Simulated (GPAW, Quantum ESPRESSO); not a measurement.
The O K edge of atom 3 in MnO2 (Pyrolusite, P4_2/mnm), with 2 Mn at 1.88 Å and 1 Mn at 1.90 Å (distorted trigonal planar, site symmetry m2m), was computed in 2 ways: excited-electron core hole (neutral cell) and no core hole. Program and functional: GPAW, PBE, Gaussian full width 0.9 eV up to 4 eV, rising linearly to 3.5 eV at 25 eV; cells of 6 and 12 atoms (the run without a hole in the smaller).

Each run is counted from its own lowest empty level or Fermi level and scaled to a mean of 1 over its first 20 eV.

```csv
E (eV),run 1,run 2
-2.0,0.00,0.00
-1.4,0.00,0.00
-0.8,0.01,0.01
-0.2,0.27,0.12
0.4,1.18,0.54
1.0,1.71,1.57
1.6,1.53,2.31
2.2,1.25,2.02
2.8,1.94,1.55
3.4,1.03,2.44
4.0,0.18,2.01
4.6,0.01,0.38
5.2,0.00,0.01
5.8,0.00,0.00
6.4,0.00,0.00
7.0,0.02,0.00
7.6,0.07,0.01
8.2,0.16,0.04
8.8,0.32,0.10
9.4,0.60,0.19
10.0,0.99,0.34
10.6,1.36,0.55
11.2,1.55,0.75
11.8,1.56,0.88
12.4,1.60,0.93
13.0,1.80,1.00
13.6,2.07,1.17
14.2,2.24,1.44
14.8,2.21,1.72
15.4,2.00,1.90
16.0,1.67,1.95
16.6,1.28,1.87
17.2,0.91,1.69
17.8,0.64,1.40
18.4,0.48,1.05
19.0,0.40,0.75
19.6,0.37,0.55
20.2,0.38,0.44
20.8,0.40,0.39
21.4,0.43,0.39
22.0,0.47,0.41
22.6,0.51,0.42
23.2,0.56,0.44
23.8,0.62,0.46
24.4,0.68,0.49
25.0,0.72,0.53
25.6,0.73,0.58
26.2,0.71,0.60
26.8,0.68,0.61
27.4,0.65,0.59
28.0,0.63,0.56
28.6,0.62,0.54
29.2,0.60,0.52
29.8,0.58,0.51
30.4,0.56,0.49
31.0,0.57,0.47
31.6,0.59,0.45
```

Which run is which?

Run 1: excited-electron core hole (neutral cell) (area from −2 to 6 eV 5.5, main maxima 1.1 eV (1.72), 2.8 eV (1.94) and 14.4 eV (2.25)). Run 2: no core hole (area from −2 to 6 eV 7.8, main maxima 1.7 eV (2.32), 3.6 eV (2.62) and 15.9 eV (1.95)). With each curve scaled to its own mean, the area from −2 to 6 eV with the hole is 5.5 against 7.8, and the centre of weight from −1 to 20 eV moves by +0.3 eV (first and strongest maxima below 20 eV: 1.7 eV (2.32), 3.6 eV (2.62) and 15.9 eV (1.95) without the hole, 1.1 eV (1.72), 2.8 eV (1.94) and 14.4 eV (2.25) with it): the near-edge weight falls against the higher-lying part.

[Banner, clock and machine lines of the logs are left out without a mark of their own.]

[Logs are printed without paths, hosts, clocks, repeated set-up lines and the standing remarks that a program may print on its own settings, such as how far it seeks lower states.]

[Hosts, paths, dates, database ids (printed as entryN), source tags and the programs' standing remarks are cut or masked in the printed files.]

[Lists of maxima count a maximum above −3 eV only where it reaches 4 % of the highest in the window and stands out from its surroundings by 2 % of it (1.5 % where it reaches 55 %); shoulders and weaker maxima are passed over, and of the rest the first, up to two pre-edge ones and the few strongest are named.]
